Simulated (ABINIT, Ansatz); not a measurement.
# Lattice dynamics of Tm (P6_3/mmc) in two programs

How does Tm (P6_3/mmc) vibrate, and is this structure a minimum?

Method: DFT PBE, scalar-relativistic, plane waves, PseudoDojo norm-conserving, 4f in core pseudopotentials, in ABINIT 10.8.3.

Most raw output is cut from this account.

## (1) The structure

Symmetry: P6_3/mmc, No. 194, hexagonal system. The conventional cell has a = 3.538 Å, b = 3.538 Å, c = 5.555 Å, α = 90.00°, β = 90.00°, γ = 120.00°. Tm has 12 Tm at 3.45 to 3.54 Å nearest.

## (2) A probe with smearing

A first run with smearing and empty bands tells whether the crystal has a gap, which decides between fixed occupations and smearing later on.

Contents of probe.abi:

```
# ground state
tolvrs 1.0d-08
prtden 1
prtwf 1

# basis, mesh and filling
ecut 21.0
ngkpt 6 6 4
nshiftk 1
shiftk 0.0 0.0 0.0
istwfk *1
occopt 7
tsmear 0.005
nband 18
nstep 100
diemac 9.0
prtebands 0
prtgsr 0

# cell and atoms
acell 3*1.0 Angstrom
rprim 
    3.5375 0.0 0.0
    -1.76875 3.063564866 0.0
    0.0 0.0 5.5546
ntypat 1
znucl 69
natom 2
typat 1 1
xred 
    1/3 2/3 0.25
    2/3 1/3 0.75
pp_dirpath "./pseudo"
pseudos "Tm.upf"
```

Command:

```sh
$ OMP_NUM_THREADS=1 mpirun -n 16 abinit probe.abi > probe.log
```

Elapsed: 7.2 s, on 16 MPI ranks of Arm Neoverse N1, shared host.

This step gave:

| Property | Result |
| --- | --- |
| volume per atom | 30.10 Å³ |
| pressure | -2.809 GPa |
| gap on the k-mesh | 0 eV |

No gap opens on this mesh, so smearing is kept; the printed pressure holds the stress of the finite basis too.

## (3) Relaxing the cell and atoms

The harmonic expansion needs vanishing forces, and a free crystal bears no stress, so cell and atoms are brought to rest. Stress is more sensitive to the basis than forces are: the last 3 Ha under the cutoff are smoothed with ecutsm, and the cutoff is raised above that of the later runs.

Contents of relax.abi:

```
# relaxation
ionmov 2
optcell 2
dilatmx 1.08
ntime 40
tolmxf 1.0d-05
tolvrs 1.0d-14
prtwf 0
prtden 0
chksymtnons 0

# basis, mesh and filling
ecut 27.0
ecutsm 3.0
ngkpt 9 9 6
nshiftk 1
shiftk 0.0 0.0 0.0
istwfk *1
occopt 7
tsmear 0.01
nband 18
nstep 100
diemac 1000000.0
prtebands 0
prtgsr 0

# cell and atoms
acell 3*1.0 Angstrom
rprim 
    3.5375 0.0 0.0
    -1.76875 3.063564866 0.0
    0.0 0.0 5.5546
ntypat 1
znucl 69
natom 2
typat 1 1
xred 
    1/3 2/3 0.25
    2/3 1/3 0.75
pp_dirpath "./pseudo"
pseudos "Tm.upf"
```

Command:

```sh
$ OMP_NUM_THREADS=1 mpirun -n 16 abinit relax.abi > relax.log
```

The job ended after 64 s (16 MPI ranks; 14 min of CPU time).

The steps of the relaxation:

```
step  energy less that of the first step (eV)  largest force (eV/Å)  volume (Å³)
   1                                   0.0000                0.0000        60.20
   2                                   0.0000                0.0000        60.19
   3                                  -0.0003                0.0000        60.12
   4                                  -0.0003                0.0000        60.12
   5                                  -0.0003                0.0000        60.15
```

```
conventional cell, symmetrised  before  after  change
                         a (Å)   3.538  3.543  +0.2 %
                         b (Å)   3.538  3.543  +0.2 %
                         c (Å)   5.555  5.532  -0.4 %
              volume (Å³/atom)   30.10  30.08  -0.1 %
```

Final coordinates:

```
Tm
1.0
     3.54330    0.00000    0.00000
    -1.77165    3.06859    0.00000
     0.00000    0.00000    5.53238
Tm
2
Direct
  0.33333 0.66667 0.25000
  0.66667 0.33333 0.75000
```

Read from the output:

- volume per atom: 30.08 Å³
- pressure: 1.94e-4 GPa

The volume changes by -0.1 % in this run and stands -0.1 % from the first cell.

## (4) Ground state

The response is built on these wavefunctions, so the potential is converged far more tightly than an energy would need. Smearing stays on, as the first look found no gap above 0.3 eV.

Contents of gs.abi:

```
# ground state
tolvrs 1.0d-16
prtden 1
prtwf 1

# basis, mesh and filling
ecut 21.0
ngkpt 12 12 6
nshiftk 1
shiftk 0.0 0.0 0.0
istwfk *1
occopt 7
tsmear 0.01
nband 18
nstep 100
diemac 1000000.0
prtebands 0
prtgsr 0

# cell and atoms
acell 3*1.0 Angstrom
rprim 
    3.543304293 0.0 0.0
    -1.771652146 3.068591531 0.0
    0.0 0.0 5.532375221
ntypat 1
znucl 69
natom 2
typat 1 1
xred 
    1/3 2/3 0.25
    2/3 1/3 0.75
pp_dirpath "./pseudo"
pseudos "Tm.upf"
```

Command:

```sh
$ OMP_NUM_THREADS=1 mpirun -n 16 abinit gs.abi > gs.log
```

Elapsed: 16 s, on 16 MPI ranks; 4 min of CPU time.

Read from the output:

```yaml
pressure: -2.726 GPa
```

The cell stands at -2.7 GPa: the relaxation ran with a smoothed and higher cutoff and on another k mesh.

## (5) Linear response at Γ

At q = 0 one unit cell holds all displacements. The response is solved for single atoms along the cell's directions, and symmetry skips those that follow from others. The crystal is treated as a metal, which screens a static field, so no field response is asked.

Contents of dfpt_gamma.abi:

```

# common to the responses
getwfk_filepath "gso_WFK"
kptopt 2
nqpt 1
qpt 0.0 0.0 0.0
asr 0
chneut 0

# displacements
rfphon 1
rfatpol 1 2
rfdir 1 1 1
tolvrs 1.0d-10
prtwf 0
prtpot 1

# basis, mesh and filling
ecut 21.0
ngkpt 12 12 6
nshiftk 1
shiftk 0.0 0.0 0.0
istwfk *1
occopt 7
tsmear 0.01
nband 18
nstep 100
diemac 1000000.0
prtebands 0
prtgsr 0

# cell and atoms
acell 3*1.0 Angstrom
rprim 
    3.543304293 0.0 0.0
    -1.771652146 3.068591531 0.0
    0.0 0.0 5.532375221
ntypat 1
znucl 69
natom 2
typat 1 1
xred 
    1/3 2/3 0.25
    2/3 1/3 0.75
pp_dirpath "./pseudo"
pseudos "Tm.upf"
```

Command:

```sh
$ OMP_NUM_THREADS=1 mpirun -n 16 abinit dfpt_gamma.abi > dfpt_gamma.log
```

Wall time 64 s (16 MPI ranks).

This step gave:

- largest acoustic frequency at the zone centre before the sum rule: 3.59 cm⁻¹
- highest optical zone-centre mode (no LO-TO term): 115.9 cm⁻¹
- lowest optical zone-centre mode: 68.28 cm⁻¹

The acoustic modes at Γ come out as far as 3.6 cm⁻¹ from zero, where they should vanish, a small numerical error.

## (6) Phonons on a q mesh

Linear response treats each wavevector of the 4×4×2 mesh in the unit cell; the first-order potentials are kept for the electron-phonon matrix elements.

Contents of dfpt_q.abi:

```
ndtset 7

# wavevectors
qpt1 0.25 0.0 0.0
qpt2 0.5 0.0 0.0
qpt3 0.25 0.25 0.0
qpt4 0.0 0.0 0.5
qpt5 0.25 0.0 0.5
qpt6 0.5 0.0 0.5
qpt7 0.25 0.25 0.5

# displacements
getwfk_filepath "gso_WFK"
getwfq_filepath "gso_WFK"
kptopt 3
nqpt 1
rfphon 1
rfatpol 1 2
rfdir 1 1 1
tolvrs 1.0d-10
prtwf 0
prtpot 1

# basis, mesh and filling
ecut 21.0
ngkpt 12 12 6
nshiftk 1
shiftk 0.0 0.0 0.0
istwfk *1
occopt 7
tsmear 0.01
nband 18
nstep 100
diemac 1000000.0
prtebands 0
prtgsr 0

# cell and atoms
acell 3*1.0 Angstrom
rprim 
    3.543304293 0.0 0.0
    -1.771652146 3.068591531 0.0
    0.0 0.0 5.532375221
ntypat 1
znucl 69
natom 2
typat 1 1
xred 
    1/3 2/3 0.25
    2/3 1/3 0.75
pp_dirpath "./pseudo"
pseudos "Tm.upf"
```

Command:

```sh
$ OMP_NUM_THREADS=1 mpirun -n 16 abinit dfpt_q.abi > dfpt_q.log
```

Run time: 34 min. Hardware: 16 MPI ranks; 8.7 h of CPU time.

Read from the output:

```
lowest mode on the q mesh (acoustic ones at the zone centre apart) : 43.48 cm⁻¹
```

Frequencies (cm⁻¹) before the sum rule at the irreducible wavevectors but Γ, which is solved apart; negative means imaginary. Frequencies by wavevector:

```
q (fractions)  star  mode 1  mode 2  mode 3  mode 4  mode 5  mode 6
     0.25 0 0     6   43.48   44.87   71.09   82.78   90.29   114.5
      0.5 0 0     3   58.15   68.84   92.47   101.2   104.5   105.7
  0.25 0.25 0     6    70.7      73   80.86   99.11   100.4   102.5
      0 0 0.5     1   49.37   49.37   49.37   49.37   82.36   82.36
   0.25 0 0.5     6   64.91   64.91   65.52   65.52   95.15   95.15
    0.5 0 0.5     3   68.96   68.96   78.79   78.79   101.8   101.8
0.25 0.25 0.5     6    56.2    56.2   90.31   90.31   103.1   103.1
```

## (7) Interpolated phonon bands

anaddb transforms the dynamical matrices to force constants and back along the path; points of the mesh come back as solved, but for the sum rule and, in polar crystals, the LO-TO term at Γ; the rest is interpolation.

Contents of anaddb.abi:

```
ddb_filepath "all_DDB"
output_file "anaddb.abo"
outdata_prefix "anaddb"
ifcflag 1
ngqpt 4 4 2
nqshft 1
q1shft 0.0 0.0 0.0
asr 1
chneut 0
dipdip 0
dipquad 0
quadquad 0
enunit 0
eivec 0
nph1l 93
qph1l 
    0.0 0.0 0.0 1.0
    0.05 0.0 0.0 1.0
    0.1 0.0 0.0 1.0
    0.15 0.0 0.0 1.0
    0.2 0.0 0.0 1.0
    0.25 0.0 0.0 1.0
    0.3 0.0 0.0 1.0
    0.35 0.0 0.0 1.0
    0.4 0.0 0.0 1.0
    0.45 0.0 0.0 1.0
    0.5 0.0 0.0 1.0
    0.48333333 0.03333333 0.0 1.0
    0.46666667 0.06666667 0.0 1.0
    0.45 0.1 0.0 1.0
    0.43333333 0.13333333 0.0 1.0
    0.41666667 0.16666667 0.0 1.0
    0.4 0.2 0.0 1.0
    0.38333333 0.23333333 0.0 1.0
    0.36666667 0.26666667 0.0 1.0
    0.35 0.3 0.0 1.0
    0.33333333 0.33333333 0.0 1.0
    0.3 0.3 0.0 1.0
    0.26666667 0.26666667 0.0 1.0
    0.23333333 0.23333333 0.0 1.0
    0.2 0.2 0.0 1.0
    0.16666667 0.16666667 0.0 1.0
    0.13333333 0.13333333 0.0 1.0
    0.1 0.1 0.0 1.0
    0.06666667 0.06666667 0.0 1.0
    0.03333333 0.03333333 0.0 1.0
    0.0 0.0 0.0 1.0
    0.0 0.0 0.05 1.0
    0.0 0.0 0.1 1.0
    0.0 0.0 0.15 1.0
    0.0 0.0 0.2 1.0
    0.0 0.0 0.25 1.0
    0.0 0.0 0.3 1.0
    0.0 0.0 0.35 1.0
    0.0 0.0 0.4 1.0
    0.0 0.0 0.45 1.0
    0.0 0.0 0.5 1.0
    0.05 0.0 0.5 1.0
    0.1 0.0 0.5 1.0
    0.15 0.0 0.5 1.0
    0.2 0.0 0.5 1.0
    0.25 0.0 0.5 1.0
    0.3 0.0 0.5 1.0
    0.35 0.0 0.5 1.0
    0.4 0.0 0.5 1.0
    0.45 0.0 0.5 1.0
    0.5 0.0 0.5 1.0
    0.48333333 0.03333333 0.5 1.0
    0.46666667 0.06666667 0.5 1.0
    0.45 0.1 0.5 1.0
    0.43333333 0.13333333 0.5 1.0
    0.41666667 0.16666667 0.5 1.0
    0.4 0.2 0.5 1.0
    0.38333333 0.23333333 0.5 1.0
    0.36666667 0.26666667 0.5 1.0
    0.35 0.3 0.5 1.0
    0.33333333 0.33333333 0.5 1.0
    0.3 0.3 0.5 1.0
    0.26666667 0.26666667 0.5 1.0
    0.23333333 0.23333333 0.5 1.0
    0.2 0.2 0.5 1.0
    0.16666667 0.16666667 0.5 1.0
    0.13333333 0.13333333 0.5 1.0
    0.1 0.1 0.5 1.0
    0.06666667 0.06666667 0.5 1.0
    0.03333333 0.03333333 0.5 1.0
    0.0 0.0 0.5 1.0
    0.5 0.0 0.5 1.0
    0.5 0.0 0.45 1.0
    0.5 0.0 0.4 1.0
    0.5 0.0 0.35 1.0
    0.5 0.0 0.3 1.0
    0.5 0.0 0.25 1.0
    0.5 0.0 0.2 1.0
    0.5 0.0 0.15 1.0
    0.5 0.0 0.1 1.0
    0.5 0.0 0.05 1.0
    0.5 0.0 0.0 1.0
    0.33333333 0.33333333 0.5 1.0
    0.33333333 0.33333333 0.45 1.0
    0.33333333 0.33333333 0.4 1.0
    0.33333333 0.33333333 0.35 1.0
    0.33333333 0.33333333 0.3 1.0
    0.33333333 0.33333333 0.25 1.0
    0.33333333 0.33333333 0.2 1.0
    0.33333333 0.33333333 0.15 1.0
    0.33333333 0.33333333 0.1 1.0
    0.33333333 0.33333333 0.05 1.0
    0.33333333 0.33333333 0.0 1.0
```

Contents of mrgddb.in:

```
all_DDB
merged
8
dfpt_gammao_DDB
dfpt_qo_DS1_DDB
dfpt_qo_DS2_DDB
dfpt_qo_DS3_DDB
dfpt_qo_DS4_DDB
dfpt_qo_DS5_DDB
dfpt_qo_DS6_DDB
dfpt_qo_DS7_DDB
```

Command:

```sh
$ mrgddb < mrgddb.in > mrgddb.log
$ OMP_NUM_THREADS=1 anaddb anaddb.abi > anaddb.log
```

It took 0.57 s on 1 thread.

Numbers from this step:

```yaml
lowest_frequency_on_the_path: 0 cm⁻¹
```

Anaddb. The phonon branches at the labelled points (cm⁻¹):

```
    point  branch 1  branch 2  branch 3  branch 4  branch 5  branch 6
        Γ         0         0         0        68        68       116
  halfway        44        45        71        83        90       114
        M        58        69        92       101       105       106
  halfway        70        74        89       100       100       101
        K        84        84        87        87        94       102
  halfway        51        54        72        89        93       113
        Γ         0         0         0        68        68       116
  halfway        27        27        45        64        64       107
        A        49        49        49        49        82        82
  halfway        65        65        66        66        95        95
        L        69        69        79        79       102       102
  halfway        59        59        90        90       103       103
        H        54        54        98        98       103       103
  halfway        58        58        76        76        98        98
        A        49        49        49        49        82        82
jump to L        69        69        79        79       102       102
  halfway        64        65        85        94       103       104
        M        58        69        92       101       105       106
jump to H        54        54        98        98       103       103
  halfway        66        66        95        99        99       101
        K        84        84        87        87        94       102
```

All branches are real along the path.

## (8) Density of states

Sums over the zone need many more wavevectors than were solved, so the interpolation is sampled on a dense mesh.

Contents of anaddb.abi:

```
ddb_filepath "all_DDB"
output_file "anaddb.abo"
outdata_prefix "anaddb"
ifcflag 1
ngqpt 4 4 2
nqshft 1
q1shft 0.0 0.0 0.0
asr 1
chneut 0
dipdip 0
dipquad 0
quadquad 0
prtdos 2
ng2qpt 15 15 8
dosdeltae 4.5563e-06
ntemper 11
temperinc 100.0
tempermin 0.0
```

Command:

```sh
$ OMP_NUM_THREADS=1 anaddb anaddb.abi > anaddb.log
```

Wall time 0.64 s (1 thread).

This step gave:

| Quantity | Value |
| --- | --- |
| share of modes beyond 3i cm⁻¹ on the dense interpolated mesh | 0 |
| zero-point energy per atom | 14.82 meV |
| heat capacity at 300 K | 24.62 J/(mol atoms K) |
| vibrational entropy at 300 K | 50.09 J/(mol atoms K) |

Tetrahedra. Phonon density of states against wavenumber; read off at these points:

wavenumber (cm⁻¹), phonon density of states (1/cm⁻¹/cell) and a bar:
```
      0.0      0.000 
      5.0      0.000 
     10.0      0.000 
     15.0      0.002 
     20.0      0.003 
     25.0      0.005 #
     30.0      0.008 #
     35.0      0.011 ##
     40.0      0.017 ##
     45.0      0.024 ###
     50.0      0.038 #####
     55.0      0.087 ############
     60.0      0.117 #################
     65.0      0.083 ############
     70.0      0.081 ###########
     75.0      0.062 #########
     80.0      0.078 ###########
     85.0      0.106 ###############
     86.0      0.110 ################
     90.0      0.089 #############
     95.0      0.106 ###############
    100.0      0.157 ######################
    102.0      0.211 ##############################
    105.0      0.107 ###############
    110.0      0.037 #####
    115.0      0.021 ###
    120.0      0.000
```

Harmonic thermodynamic functions per atom, summed over the density of states scaled to three modes an atom; melting is ignored. Thermodynamic functions:

```
T (K)  F_vib (meV/atom)  S (J/mol-atom/K)  C_V (J/mol-atom/K)
    0             14.82                 0                   0
   50             13.08             10.23               16.33
  100                 4             23.92               22.26
  200            -30.07             40.17               24.23
  300            -77.18             50.09               24.62
  400            -132.9              57.2               24.76
  500            -195.2             62.73               24.83
  600            -262.6             67.26               24.86
  700            -334.4             71.09               24.88
  800            -409.8             74.42                24.9
  900            -488.5             77.35               24.91
 1000              -570             79.97               24.91
```

At 300 K the heat capacity has reached 99 % of the Dulong-Petit value.

## (9) Cross-check with Ansatz

A second program on the same cell, potentials, cutoff and meshes tests the implementation of the phonon response, not its convergence.

This step: DFT PBE, scalar-relativistic, plane waves, norm-conserving pseudopotentials, 4f in core (Ansatz 0.2.0).

Contents of input.yaml:

```yaml
crystal:
  lattice:
    - [3.5433042926, 0.0, 0.0]
    - [-1.7716521463, 3.0685915307, 0.0]
    - [0.0, 0.0, 5.5323752213]
  atoms:
    - { symbol: Tm, position: [0.3333333333, 0.6666666667, 0.25] }
    - { symbol: Tm, position: [0.6666666667, 0.3333333333, 0.75] }
kpoints:
  mp_grid: { grid: [12, 12, 6] }
hamiltonian:
  xc: pbe
  pseudopotentials:
    kind: nc
    azcp: { Tm: "pseudopotentials/pbe/nc/lanthanide_3plus/Tm.nc.azcp" }
    accuracy: standard
scf:
  occupations: { method: gaussian, width: 0.27211 }
output:
  eigenvalues: true
basis:
  ecutwfc: 571.439
phonons:
  method: dfpt
  qmesh: [4, 4, 2]
  temperatures: { t_max: 1000, t_step: 50 }
  qpath:
    path:
      - [[0.0, 0.0, 0.0], [0.5, 0.0, 0.0], [0.33333333, 0.33333333, 0.0], [0.0, 0.0, 0.0], [0.0, 0.0, 0.5], [0.5, 0.0, 0.5], [0.33333333, 0.33333333, 0.5], [0.0, 0.0, 0.5]]
      - [[0.5, 0.0, 0.5], [0.5, 0.0, 0.0]]
      - [[0.33333333, 0.33333333, 0.5], [0.33333333, 0.33333333, 0.0]]
    npoints: 10
  electrical_resistivity: { temperatures: [77, 300], mesh: [24, 24, 12] }
```

Command:

```sh
$ ansatz run input.yaml --threads 16 --pin off --max-ram 32768MiB --backend cpu --events-out ev --progress --plain --runs-dir out
```

Run time: 5.4 min. Hardware: 16 threads; peak memory 4 GiB; 82 min of CPU time.

Read from the output:

```
sum-rule residual before enforcement                               : 3.26e-5 eV/Å²
mean frequency                                                     : 79.7 cm⁻¹
Debye temperature (second moment)                                  : 153 K
logarithmic mean frequency                                         : 76.4 cm⁻¹
highest optical zone-centre mode (no LO-TO term)                   : 115.8 cm⁻¹
lowest optical zone-centre mode                                    : 68.3 cm⁻¹
lowest mode on the q mesh (acoustic ones at the zone centre apart) : 43.51 cm⁻¹
zero-point energy per atom                                         : 14.81 meV
vibrational entropy at 300 K                                       : 50.14 J/(mol atoms K)
```

## (10) The two compared: ABINIT PseudoDojo and Ansatz, PseudoDojo

Numbers from this step:

```yaml
root_mean_square_difference: 0.04 cm⁻¹
largest_difference: 0.1 cm⁻¹
root_mean_square_difference_on_the_path: 0.3 cm⁻¹
largest_difference_on_the_path: 2.6 cm⁻¹
```

The 12 of 45 modes that differ most. Frequencies side by side:

```
q (reciprocal lattice)  mode  ABINIT PseudoDojo (cm⁻¹)  Ansatz, PseudoDojo (cm⁻¹)
                 0 0 0     6                     115.9                      115.8
              0.25 0 0     2                     44.87                      44.77
               0.5 0 0     2                     68.84                      68.77
           0.25 0.25 0     1                      70.7                      70.63
           0.25 0.25 0     6                     102.5                      102.4
               0 0 0.5     1                     49.37                      49.41
               0 0 0.5     2                     49.37                      49.41
               0 0 0.5     3                     49.37                      49.41
               0 0 0.5     5                     82.36                      82.31
               0 0 0.5     6                     82.36                      82.31
             0.5 0 0.5     1                     68.96                      68.91
             0.5 0 0.5     2                     68.96                      68.91
```

At the solved wavevectors the largest difference (acoustic modes at Γ apart) is 0.09 % of the highest mode.

## (11) Summary of results

```json
{"space group after relaxation": "P6_3/mmc", "volume per atom": "30.1 Å³", "highest optical zone-centre mode (no LO-TO term)": "115.9 cm⁻¹", "lowest optical zone-centre mode": "68.3 cm⁻¹", "q mesh": "4×4×2", "lowest mode on the q mesh (acoustic ones at the zone centre apart)": "43.5 cm⁻¹", "zero-point energy per atom": "14.8 meV", "heat capacity at 300 K": "24.6 J/(mol atoms K)", "vibrational entropy at 300 K": "50.1 J/(mol atoms K)", "imaginary modes on the q mesh": "none", "largest difference from Ansatz, PseudoDojo": "0.1 cm⁻¹"}
```

**Reading.** Tm (P6_3/mmc) is dynamically stable on the 4×4×2 mesh; its spectrum reaches 116 cm⁻¹. At the PBE level the optical modes of Tm (P6_3/mmc) at the zone centre run from 68 to 116 cm⁻¹. The base run prints -2.7 GPa, mostly the error of a finite basis; the relaxation, with a smoothed and higher cutoff, had brought the cell to rest. An error of this size shows a cutoff that is short for these files. ABINIT PseudoDojo and Ansatz, PseudoDojo agree to 0.10 cm⁻¹ (0.09 % of the highest mode compared) on all solved modes but the acoustic ones at Γ. These are harmonic frequencies at zero temperature: anharmonic shifts and linewidths and thermal expansion are left out. Spin-orbit coupling is left out, which can matter for the heavy elements here. In a metal the frequencies hang on the k mesh and the smearing, most of all near Kohn anomalies. The 4f electrons are frozen in the core as for a trivalent ion, so their moments and any magnetic order are left out. Ansatz warns that the cutoff lies 16 % under the one recommended for these files; agreement at one cutoff is not convergence. Electron-phonon sums were run after this but are left out, since no second program bore their λ out within 30 %; a λ that a log prints is not taken as a result.

[Host names and launcher messages were left out of these logs when they were recorded.]

[Logs are printed without paths, hosts, clocks, repeated set-up lines and the standing remarks that a program may print on its own settings, such as how far it seeks lower states.]

[Hosts, paths, dates, database ids (printed as entryN), source tags and the programs' standing remarks are cut or masked in the printed files.]
